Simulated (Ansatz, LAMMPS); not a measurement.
# Amorphous Si (60 atoms): atom by atom

60 atoms (60 Si) placed at random at 2.24 g/cm³, melted at 2500 K for 10 ps at fixed volume with the EDIP (Justo, Bazant, Kaxiras, Bulatov and Yip, Phys. Rev. B 58, 2539 (1998)). Quenched from 2500 K to 300 K at 5 K/ps and fixed volume, held 5 ps.

This is the geometry as built. Method: Kohn-Sham DFT, PBE, PAW (set soft_2), plane waves (Ansatz 0.2.0); cutoff 420 eV, Γ point, gaussian smearing of 0.05 eV; density 2.24 g/cm³.

Cell vectors (Å):

```
10.763 0.000 0.000
0.000 10.763 0.000
0.000 0.000 10.763
```

Positions (Å):

```
1 Si 7.242 7.871 4.803
2 Si 5.556 9.177 6.243
3 Si 2.279 7.778 8.186
4 Si 9.663 4.890 7.039
5 Si 3.399 0.257 9.556
6 Si 3.831 3.744 1.531
7 Si 0.160 8.150 9.343
8 Si 9.158 3.058 10.638
9 Si 0.358 2.261 3.394
10 Si 7.467 1.811 4.771
11 Si 7.210 8.415 2.378
12 Si 4.258 7.777 9.664
13 Si 5.454 3.134 10.635
14 Si 2.567 5.575 7.616
15 Si 4.007 2.421 8.934
16 Si 1.363 2.569 5.552
17 Si 1.934 4.494 0.516
18 Si 10.019 5.776 2.579
19 Si 6.850 6.157 1.604
20 Si 2.936 6.691 0.634
21 Si 8.542 0.684 0.028
22 Si 4.290 5.313 5.992
23 Si 6.247 4.523 6.992
24 Si 9.216 10.657 6.217
25 Si 5.166 9.899 10.656
26 Si 7.017 10.372 9.086
27 Si 0.306 8.283 4.395
28 Si 3.651 3.078 5.252
29 Si 10.259 8.224 2.169
30 Si 1.633 0.120 0.390
31 Si 7.887 5.737 3.756
32 Si 7.203 5.962 8.503
33 Si 7.290 4.590 10.466
34 Si 10.735 0.924 7.836
35 Si 3.562 6.659 4.186
36 Si 1.857 0.349 6.446
37 Si 1.212 6.221 4.043
38 Si 2.103 9.891 4.488
39 Si 6.932 0.463 6.791
40 Si 10.686 3.809 1.582
41 Si 3.827 2.058 3.182
42 Si 5.872 0.962 3.026
43 Si 1.981 0.693 2.698
44 Si 5.200 9.567 2.355
45 Si 4.147 8.789 4.406
46 Si 0.920 4.916 5.930
47 Si 4.505 5.902 2.252
48 Si 5.268 2.279 6.887
49 Si 9.283 7.041 7.902
50 Si 10.383 3.247 8.586
51 Si 6.215 8.154 8.384
52 Si 3.593 9.762 7.496
53 Si 9.208 8.408 5.900
54 Si 2.040 3.731 9.056
55 Si 1.200 8.472 0.688
56 Si 8.872 10.139 2.040
57 Si 6.253 1.147 0.769
58 Si 9.422 0.728 3.887
59 Si 10.519 10.513 9.708
60 Si 7.991 4.090 5.419
```

Q: Give the force on every atom.

Columns: atom, fx, fy, fz (forces in eV/Å).

```
1 0.503 -0.575 -1.069
2 0.573 0.223 0.102
3 0.374 1.400 0.045
4 0.494 -0.655 -0.838
5 0.427 -0.546 -0.035
6 1.156 -0.027 0.410
7 0.314 0.371 -0.200
8 0.271 0.093 -0.142
9 0.310 -0.485 -0.064
10 0.334 -0.498 -0.521
11 0.131 0.512 0.623
12 -0.885 0.085 0.105
13 -0.825 0.105 0.234
14 -0.371 -0.883 -0.951
15 0.229 -0.343 -0.443
16 0.524 0.680 -0.106
17 -0.151 0.088 -0.504
18 0.003 1.348 0.846
19 -0.490 -0.349 0.581
20 0.001 0.677 0.358
21 -0.159 -0.288 0.092
22 -0.561 -0.359 0.120
23 -0.022 -0.495 -1.315
24 0.219 1.006 -0.011
25 -0.017 0.633 0.347
26 -0.379 -0.622 0.540
27 0.040 0.821 0.039
28 0.180 0.057 0.323
29 0.026 -0.584 0.525
30 -0.141 -1.085 0.004
31 0.432 0.377 0.050
32 0.234 0.640 0.660
33 0.159 0.699 0.386
34 -0.336 0.884 -1.564
35 -0.183 -1.493 0.352
36 -0.127 0.737 0.680
37 -0.255 -0.572 -0.066
38 -1.125 -0.238 -0.700
39 -0.714 -0.369 -0.475
40 -0.114 -0.278 -0.224
41 0.349 0.167 -0.819
42 0.320 0.362 0.616
43 -0.080 0.167 -0.225
44 -0.247 -0.083 0.185
45 -0.036 1.572 -0.520
46 0.341 -0.357 0.976
47 0.666 -0.240 -0.985
48 -0.220 0.472 0.825
49 -0.222 -0.196 -0.331
50 0.832 -0.619 -0.210
51 0.137 -0.418 0.110
52 -1.368 0.290 0.754
53 0.548 -0.664 0.472
54 -0.679 0.645 -0.516
55 1.259 -0.505 -0.385
56 -0.482 -0.785 -0.432
57 0.125 -0.024 -0.064
58 -0.612 0.214 1.053
59 -0.188 -0.508 0.898
60 -0.521 -0.185 0.401
```

The quench rate of 5 K/ps is many orders above laboratory rates, so the cell is likely richer in defects and strain than a real sample. The force components of 0.57 eV/Å r.m.s. hold both thermal displacement and the mismatch between the potential that made the cell and DFT. The network of bonds at the start is that of the classical potential that made the cell, and needn't be the one that DFT or experiment would give. Only the Γ point is sampled, in a cell whose shortest periodic width is 11 Å.

The r.m.s. force component is 0.567 eV/Å; the longest force, 1.83 eV/Å, acts on Si34.

[Logs are printed without paths, hosts, clocks, repeated set-up lines and the standing remarks that a program may print on its own settings, such as how far it seeks lower states.]

[Hosts, paths, dates, database ids (printed as entryN), source tags and the programs' standing remarks are cut or masked in the printed files.]
